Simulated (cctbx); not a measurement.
## What is wrong with this refinement?

Cell a = 12.0770 Å, b = 7.4430 Å, c = 13.0840 Å, α = 90.00°, β = 90.00°, γ = 90.00°; space group Amm2 (no. 38). The compound is Eu14SnAs.

The data are simulated with cctbx, not measured: synchrotron X-rays, λ = 0.6889 Å, to d = 0.8 Å, 80 % of the full sphere, strongest reflection 40000 counts, noise from counting, a 1.5 % proportional error and a noise floor of 8 counts (s.d.); no absorption, and some extinction, which the refinements don't model.

An anisotropic refinement with weights 1/σ² prints:

```text
Rint 0.018, 1340 unique reflections to 0.80 A
cycle     R1     wR2    GooF  max shift (A)
   1  0.1622  0.3260   8.934   0.00000
final R1 0.1622 wR2 0.3260 GooF 8.934  parameters 45  data/parameter 29.8
atom        x        y        z      Ueq    occ   su(xyz)  su(Uiso or U11)
Eu1    0.75002  0.50000  0.32753   0.0095  1.000  0.00057  0.0026
Eu2    0.74997  0.00000  0.32665   0.0087  1.000  0.00057  0.0026
Eu3    0.74274  0.74940  0.08335   0.0080  1.000  0.00050  0.0015
Eu4    0.00000  0.25788  0.41857   0.0079  1.000  0.00269  0.0022
Eu5    0.50000  0.25434  0.41895   0.0208  1.000  0.00812  0.0029
Eu6    0.00000  0.50000  0.16576   0.0141  1.000  0.00311  0.0040
Eu7    0.00000  0.00000  0.16428   0.0133  1.000  0.00262  0.0039
As1    0.50000  0.00000  0.16956   0.0119  1.000  0.00634  0.0075
difference map: max 83.84 min -6.32 rms 2.01
Q1    0.5000  0.0000  0.6669    2   83.85  3.64 A from Eu3
Q2    0.5000  0.0000  0.1644    2   40.32  0.07 A from As1
Q3    0.2448  0.2503  0.0775    8   26.99  0.17 A from Eu3
Q4    0.2487  0.0000  0.8339    4   23.91  0.08 A from Eu1
Q5    0.2466  0.0000  0.3371    4   22.70  0.14 A from Eu2
Q6    0.0000  0.0000  0.1721    2   16.83  0.10 A from Eu7
```

Q: Accept it or mend it, and why?

Mend it. The fault: an atom left out, Sn at (1/2, 1/2, 0.1691). Against the right model at the same level, R1 goes from 0.0198 to 0.1622 and GooF from 0.92 to 8.93 and the top difference peak, 83.8 e/Å³, lies 3.64 Å from Eu3. Q1 is the missing atom. With scattering power missing, scale and phases suffer, so peaks may also grow on the heavy atoms.

The compound is Eu14SnAs. The right model at the same level gives:

```text
Rint 0.018, 1340 unique reflections to 0.80 A
cycle     R1     wR2    GooF  max shift (A)
   1  0.0233  0.0395   1.084   0.01032
   7  0.0198  0.0336   0.923   0.00013
final R1 0.0198 wR2 0.0336 GooF 0.923  parameters 49  data/parameter 27.3
atom        x        y        z      Ueq    occ   su(xyz)  su(Uiso or U11)
Eu1    0.75036  0.50000  0.32761   0.0092  1.000  0.00009  0.0004
Eu2    0.74948  0.00000  0.32652   0.0083  1.000  0.00009  0.0004
Eu3    0.74269  0.74938  0.08332   0.0082  1.000  0.00006  0.0002
Eu4    0.00000  0.25337  0.41853   0.0093  1.000  0.00011  0.0002
Eu5    0.50000  0.25974  0.41885   0.0192  1.000  0.00012  0.0003
Eu6    0.00000  0.50000  0.16452   0.0129  1.000  0.00012  0.0009
Eu7    0.00000  0.00000  0.16551   0.0142  1.000  0.00012  0.0010
Sn1    0.50000  0.50000  0.16931   0.0203  1.000  0.00023  0.0013
As1    0.50000  0.00000  0.16684   0.0071  1.000  0.00028  0.0016
Flack x: 0.00(5)
Hooft y: 0.008(52)  Bijvoet pairs: 627
difference map: max 1.33 min -1.24 rms 0.26
Q1    0.3795  0.0000  0.9116    4    1.39  1.92 A from Eu1
Q2    0.5000  0.0000  0.8054    2    1.31  1.78 A from Sn1
Q3    0.3724  0.0937  0.4239    8    1.04  1.98 A from Eu5
Q4    0.3701  0.0000  0.1233    4    0.99  1.67 A from As1
Q5    0.1058  0.0871  0.9883    8    0.95  1.97 A from Eu4
Q6    0.1210  0.0000  0.4470    4    0.95  2.22 A from Eu2
```

Isotropic U is held between 0.0001 and 1 Å² by the program, and listed peak heights are interpolated, so they can pass the grid's maximum.

The model is made up (kin elements in a known structure type, no relaxation), so it says nothing on whether the phase exists.

[Middle refinement cycles are left out of these outputs.]

[Logs are printed without paths, hosts, clocks, repeated set-up lines and the standing remarks that a program may print on its own settings, such as how far it seeks lower states.]
